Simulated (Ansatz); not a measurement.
# Ab initio melt-quench of Se (171 atoms), part 2 of 2

Wanted: the structure of Se (171 atoms) in the melt and after a fast quench.

Ansatz 0.2.0; Kohn-Sham DFT, PBE+D3(BJ), PAW (set soft_2, large core), plane waves.

The cell: 171 Se. Sampling is at Γ alone, for a cell whose shortest periodic width is 17 Å.

So far, density (g/cm³): step 5 (structure statistics late in the run) 4.30; step 8 (local order late in the run) 4.30.

## 9. Cell and atoms relaxed

The cell is relaxed with the atoms, since the starting lattice needn't suit this functional.

input.yaml

```yaml
crystal:
  lattice:
    - [17.3426, 0.0, 0.0]
    - [0.0, 17.3426, 0.0]
    - [0.0, 0.0, 17.3426]
  atoms:
    - { symbol: Se, position: [0.08206, 0.76655, 0.29358] }
    - { symbol: Se, position: [0.00625, 0.61656, 0.1878] }
    - { symbol: Se, position: [0.47244, 0.31576, 0.5802] }
    - { symbol: Se, position: [0.86239, 0.75238, 0.81673] }
    [... 161 atom lines left out ...]
    - { symbol: Se, position: [0.94379, 0.132, 0.78688] }
    - { symbol: Se, position: [0.16521, 0.07592, 0.63787] }
    - { symbol: Se, position: [0.254, 0.8151, 0.54217] }
    - { symbol: Se, position: [0.13803, 0.64886, 0.98785] }
    - { symbol: Se, position: [0.31935, 0.4373, 0.88656] }
    - { symbol: Se, position: [0.46274, 0.52374, 0.52501] }
kpoints:
  mp_grid: { grid: [1, 1, 1] }
hamiltonian:
  xc: pbe
  pseudopotentials: { kind: paw, core: large }
  dispersion: d3bj
scf:
  occupations: { method: fermi_dirac, width: 0.05 }
output:
  forces: true
relax:
  f_tol: 0.05
  max_steps: 150
  cell: {}
```

Started as:

```console
$ ansatz run input.yaml --threads 32 --pin off --max-ram 92160MiB --backend cuda --events-out ev --progress --plain --runs-dir out --max-vram 78GiB
```

Wall time 2.2 min (1 × NVIDIA GB200 with 32 threads of Arm Neoverse V2, shared host); peak memory 1.8 GiB.

That memory is the host's.

The program notes that the band table was not solved further than the SCF left it.

Step by step (22 of 94):

| step | energy less that of the first step (eV) | largest force component (eV/Å) | pressure (GPa) | volume (Å³) |
| --- | --- | --- | --- | --- |
| 1 | 0.0000 | 1.2478 | -0.24 | 5216.06 |
| 5 | -6.0375 | 0.3195 | -0.02 | 5039.41 |
| 10 | -7.0435 | 0.2683 | -0.01 | 4964.51 |
| 14 | -7.7184 | 0.2348 | -0.06 | 4907.41 |
| 19 | -8.1426 | 0.2618 | 0.00 | 4919.98 |
| 23 | -8.4305 | 0.2324 | -0.01 | 4947.16 |
| 28 | -8.7541 | 0.3972 | -0.01 | 4964.08 |
| 32 | -9.0639 | 0.2877 | 0.00 | 4967.41 |
| 36 | -9.1992 | 0.1190 | -0.01 | 4977.14 |
| 41 | -9.4969 | 0.1870 | 0.00 | 4977.39 |
| 45 | -9.5683 | 0.1982 | 0.01 | 4985.72 |
| 50 | -9.7026 | 0.1807 | -0.01 | 4978.38 |
| 54 | -9.7887 | 0.1202 | 0.01 | 4970.45 |
| 59 | -9.9790 | 0.1664 | -0.01 | 4980.77 |
| 63 | -10.1291 | 0.1050 | 0.00 | 4981.89 |
| 67 | -10.2211 | 0.0776 | -0.02 | 4988.53 |
| 72 | -10.3176 | 0.0744 | -0.01 | 4994.06 |
| 76 | -10.3783 | 0.0797 | -0.01 | 4989.93 |
| 81 | -10.5041 | 0.1815 | -0.03 | 4997.23 |
| 85 | -10.6111 | 0.1072 | -0.02 | 4996.92 |
| 90 | -10.6815 | 0.0638 | 0.00 | 5006.65 |
| 94 | -10.6920 | 0.0356 | 0.01 | 5010.77 |

Relaxation steps 25, 42 were tried and not accepted.

| cell as run | before | after | change |
| --- | --- | --- | --- |
| a (Å) | 17.343 | 17.694 | +2.0 % |
| b (Å) | 17.343 | 17.403 | +0.3 % |
| c (Å) | 17.343 | 16.312 | -5.9 % |
| α (°) | 90.00 | 90.86 | +1.0 % |
| β (°) | 90.00 | 92.86 | +3.2 % |
| γ (°) | 90.00 | 87.37 | -2.9 % |
| volume (Å³/atom) | 30.50 | 29.30 | -3.9 % |

The atoms that moved most (Å, as changes of fractional coordinates times the final cell):

| atom | dx | dy | dz | length |
| --- | --- | --- | --- | --- |
| Se59 | 2.007 | 0.602 | -1.438 | 2.542 |
| Se84 | 1.433 | -0.407 | 1.404 | 2.047 |
| Se69 | -0.632 | 1.401 | 1.289 | 2.006 |
| Se144 | 0.689 | 1.809 | 0.432 | 1.983 |
| Se156 | -1.711 | 0.690 | -0.705 | 1.975 |
| Se143 | -1.888 | -0.156 | 0.502 | 1.960 |
| Se48 | 1.210 | -0.803 | 1.282 | 1.937 |
| Se106 | -0.253 | 1.778 | 0.227 | 1.811 |

The relaxation changed the energy by -62.5 meV/atom, and atoms moved by 1.0 Å r.m.s., 2.5 Å at most.

## 10. Structure statistics after relaxation

Density 4.48 g/cm³, 29.30 Å³ an atom.

Pair distribution function in bins of 0.2 Å:

| r (Å) | total |
| --- | --- |
| 2.20 | 0.05 |
| 2.40 | 3.85 |
| 2.60 | 0.17 |
| 2.80 | 0.05 |
| 3.00 | 0.33 |
| 3.20 | 0.87 |
| 3.40 | 0.98 |
| 3.60 | 1.40 |
| 3.80 | 1.95 |
| 4.00 | 1.11 |
| 4.20 | 1.00 |
| 4.40 | 0.88 |
| 4.60 | 0.90 |
| 4.80 | 0.96 |
| 5.00 | 0.82 |
| 5.20 | 0.88 |
| 5.40 | 1.11 |
| 5.60 | 1.21 |
| 5.80 | 1.04 |
| 6.00 | 0.94 |
| 6.20 | 0.92 |
| 6.40 | 0.93 |
| 6.60 | 0.96 |
| 6.80 | 1.15 |
| 7.00 | 1.06 |
| 7.20 | 0.90 |
| 7.40 | 0.96 |
| 7.60 | 0.99 |

Bonds by pair of elements; cutoffs follow the first minimum of g(r), held within bounds set by covalent radii, and pairs that aren't listed don't count as bonded:

| pair A-B | cutoff (Å) | bonds | mean length (Å) | spread (Å) | shortest (Å) | B about A | A about B |
| --- | --- | --- | --- | --- | --- | --- | --- |
| Se-Se | 2.71 | 171 | 2.39 | 0.056 | 2.25 | 2 | 2 |

How many atoms have how many bonded neighbours:

| element | mean | 1 | 2 | 3 |
| --- | --- | --- | --- | --- |
| Se | 2 | 2 | 167 | 2 |

Bond angles, per cent of each kind in bins of 5°:

| angle (°) | Se-Se-Se |
| --- | --- |
| 70–75 | 0.6 |
| 75–80 | 0.0 |
| 80–85 | 0.0 |
| 85–90 | 2.3 |
| 90–95 | 5.8 |
| 95–100 | 13.9 |
| 100–105 | 39.3 |
| 105–110 | 30.1 |
| 110–115 | 5.8 |
| 115–120 | 2.3 |

Bond angles (no mean is given where the spread exceeds 20°):

| angle | count | mean (°) | spread (°) |
| --- | --- | --- | --- |
| Se-Se-Se | 173 | 103 | 6 |

Bond length by coordination (bonds to H left out):

| element | coordination | atoms | mean bond length (Å) |
| --- | --- | --- | --- |
| Se | 1 | 2 | 2.30 |
| Se | 2 | 167 | 2.39 |
| Se | 3 | 2 | 2.48 |

The first maximum of g(r) stands at about 2.4 Å. Counting bonds as in the table, 98 % of Se atoms have 2 bonded neighbours. The Se-Se-Se angle averages 103° with a spread of 6°.

## 11. Single point of the relaxed cell

One more single point at the end of the walk gives the fuller output and checks the residual forces.

input.yaml

```yaml
crystal:
  lattice:
    - [17.68435, 0.40203, -0.42293]
    - [0.40203, 17.39769, -0.12145]
    - [-0.42293, -0.12145, 16.30576]
  atoms:
    - { symbol: Se, position: [0.17573, 0.76204, 0.33717] }
    - { symbol: Se, position: [0.92295, 0.62328, 0.18841] }
    - { symbol: Se, position: [0.4897, 0.3162, 0.5856] }
    - { symbol: Se, position: [0.88053, 0.76729, 0.79364] }
    [... 161 atom lines left out ...]
    - { symbol: Se, position: [0.96492, 0.06108, 0.82946] }
    - { symbol: Se, position: [0.16964, 0.05114, 0.69494] }
    - { symbol: Se, position: [0.2004, 0.78899, 0.54876] }
    - { symbol: Se, position: [0.11186, 0.67937, 0.99555] }
    - { symbol: Se, position: [0.28734, 0.45263, 0.89762] }
    - { symbol: Se, position: [0.45825, 0.52158, 0.54282] }
kpoints:
  mp_grid: { grid: [1, 1, 1] }
hamiltonian:
  xc: pbe
  pseudopotentials: { kind: paw, core: large }
  dispersion: d3bj
scf:
  occupations: { method: fermi_dirac, width: 0.05 }
output:
  forces: true
  stress: true
  populations: intrinsic
  dos:
    method: { smearing: { sigma: 0.1 } }
    de: 0.1
    projected: { site_lists: { Se: [Se] } }
  eigenvalues: true
  write_density: true
  write_potential: true
  volumetric_format: npy
```

Run time: 3.8 s. Hardware: 1 × NVIDIA GB200 with 32 threads; peak memory 1.6 GiB; 14 s of CPU time.

That memory is the host's; the program planned up to 11.4 GiB on the GPU.

Read from the output:

```
free energy                                      : -440909.1005 eV
free energy per atom                             : -2578.4158 eV/atom
SCF cycles                                       : 13
pressure                                         : 0.005724 GPa
r.m.s. force component                           : 0.00933 eV/Å
longest force                                    : 0.05002 eV/Å
Fermi energy                                     : 4.469 eV
gap (highest filled to lowest empty level) : 0.6225 eV
```

Intrinsic-atomic-orbital charges by element and coordination:

| element | coordination | atoms | mean charge (e) | spread | least | most |
| --- | --- | --- | --- | --- | --- | --- |
| Se | all | 171 | 0 | 0.0488 | -0.262 | 0.266 |
| Se | 1 | 2 | -0.232 | 0.03 | -0.262 | -0.202 |
| Se | 2 | 167 | -3.0e-4 | 0.0313 | -0.0887 | 0.0826 |
| Se | 3 | 2 | 0.260 | 0.0062 | 0.253 | 0.266 |

Density of states as counts of states in windows of 1 eV (from the Fermi level), total and some projections:

| from (eV) | to (eV) | total | Se p | Se s |
| --- | --- | --- | --- | --- |
| -17 | -16 | 11.1 | 1.1 | 9.9 |
| -16 | -15 | 85.9 | 11.2 | 74.3 |
| -15 | -14 | 55.4 | 8.5 | 46.5 |
| -14 | -13 | 44.7 | 7.6 | 36.9 |
| -13 | -12 | 46.1 | 7.9 | 37.9 |
| -12 | -11 | 58.1 | 9.0 | 48.9 |
| -11 | -10 | 40.8 | 5.0 | 35.6 |
| -10 | -7 | 0.0 | 0.0 | 0.0 |
| -7 | -6 | 26.7 | 25.6 | 0.7 |
| -6 | -5 | 126.9 | 120.6 | 5.0 |
| -5 | -4 | 124.0 | 113.9 | 9.0 |
| -4 | -3 | 82.6 | 75.1 | 6.7 |
| -3 | -2 | 124.2 | 117.3 | 5.2 |
| -2 | -1 | 145.8 | 139.0 | 4.4 |
| -1 | 0 | 53.6 | 51.5 | 1.4 |
| 0 | 1 | 54.8 | 47.9 | 4.2 |
| 1 | 2 | 132.2 | 116.3 | 7.5 |

Not all projections were asked for or kept, so they needn't add up to the total.

The levels nearest the highest filled one (over half full), pooled over k-points and spins:

| level less the highest filled one (eV) | occupation |
| --- | --- |
| -0.272 | 2 |
| -0.247 | 2 |
| -0.216 | 2 |
| -0.191 | 2 |
| -0.112 | 2 |
| 0 | 2.00 |
| 0.623 | 0.004 |
| 0.748 | 0 |
| 0.800 | 0 |
| 0.838 | 0 |
| 0.858 | 0 |
| 0.890 | 0 |

Intrinsic-atomic-orbital charges run from -0.26 to +0.27 e. The largest share in the top eV of filled states is Se p (97 % of the projected weight), and in the lowest eV of empty states Se p (92 % of the projected weight).

## 12. Results

* mean temperature, second half (liquid at 1200 K): 1179 K
* temperature swing, second half (liquid at 1200 K): 51.83 K
* mean pressure, second half (liquid at 1200 K): 0.4165 GPa
* slope of the conserved energy against time, by least squares (liquid at 1200 K): -0.1128 meV/atom/ps
* mean temperature, second half (held at 300 K): 320.1 K
* temperature swing, second half (held at 300 K): 13.48 K
* slope of the conserved energy against time, by least squares (held at 300 K): -0.0606 meV/atom/ps
* energy change in the relaxation (cell and atoms relaxed): -62.53 meV/atom
* r.m.s. displacement (cell and atoms relaxed): 1.013 Å
* largest displacement (cell and atoms relaxed): 2.542 Å
* free energy per atom: -2578.4158 eV/atom
* density: 4.475 g/cm³
* pressure: 0.005724 GPa
* r.m.s. force component: 0.00933 eV/Å
* gap (highest filled to lowest empty level): 0.6225 eV
* wall time of the 7 DFT runs: 32 min

Melting at 1600 K: by the end of the lags followed (0.20 ps), the atoms have a mean square displacement of 0.88 Å², too little over such short lags to show that the memory of the start is lost. Liquid at 1200 K: by the end of the lags followed (0.27 ps), the atoms have a mean square displacement of 1.4 Å², too little over such short lags to show that the memory of the start is lost. Liquid at 1200 K: the potential energy still drifts by -8 meV/atom between the last two quarters, so the cell isn't at equilibrium and its averages are those of a relaxing fluid. Quench from 1200 to 300 K: the potential energy falls by 149 meV/atom from the first block (1188 K) to the last (387 K); harmonic vibrations alone would give 103 meV/atom, and the rest comes from structural change and anharmonicity. Held at 300 K: with the cutoffs above, 95 % of Se atoms have 2 bonded neighbours. Cell and atoms relaxed: the relaxation changed the energy by -62.5 meV/atom, and atoms moved by 1.0 Å r.m.s., 2.5 Å at most.

Cell and atoms relaxed: counting bonds as in the table, 98 % of Se atoms have 2 bonded neighbours. Between filled and empty levels lie 0.623 eV (at Γ alone); a semilocal functional tends to put such gaps too low. In a disordered cell it changes from sample to sample, and tail or defect levels can set it.

**Limits.** The cell was cooled in DFT dynamics at 536 K/ps, far faster than any laboratory quench, so it likely holds more defects and strain than a real glass.

Against the measurements quoted at the start:

| quantity | measured | this cell | difference | method of the measurement |
| --- | --- | --- | --- | --- |
| optical gap, glass | 2.15 eV | 0.623 eV | -1.53 eV | optical transmittance, Tauc plot |

The structures come from short DFT dynamics in a small cell, at a density set beforehand until any relaxation of the cell. An optical gap and a spacing of Kohn–Sham levels are different quantities.

[Logs are printed without paths, hosts, clocks, repeated set-up lines and the standing remarks that a program may print on its own settings, such as how far it seeks lower states.]

[Hosts, paths, dates, database ids (printed as entryN), source tags and the programs' standing remarks are cut or masked in the printed files.]
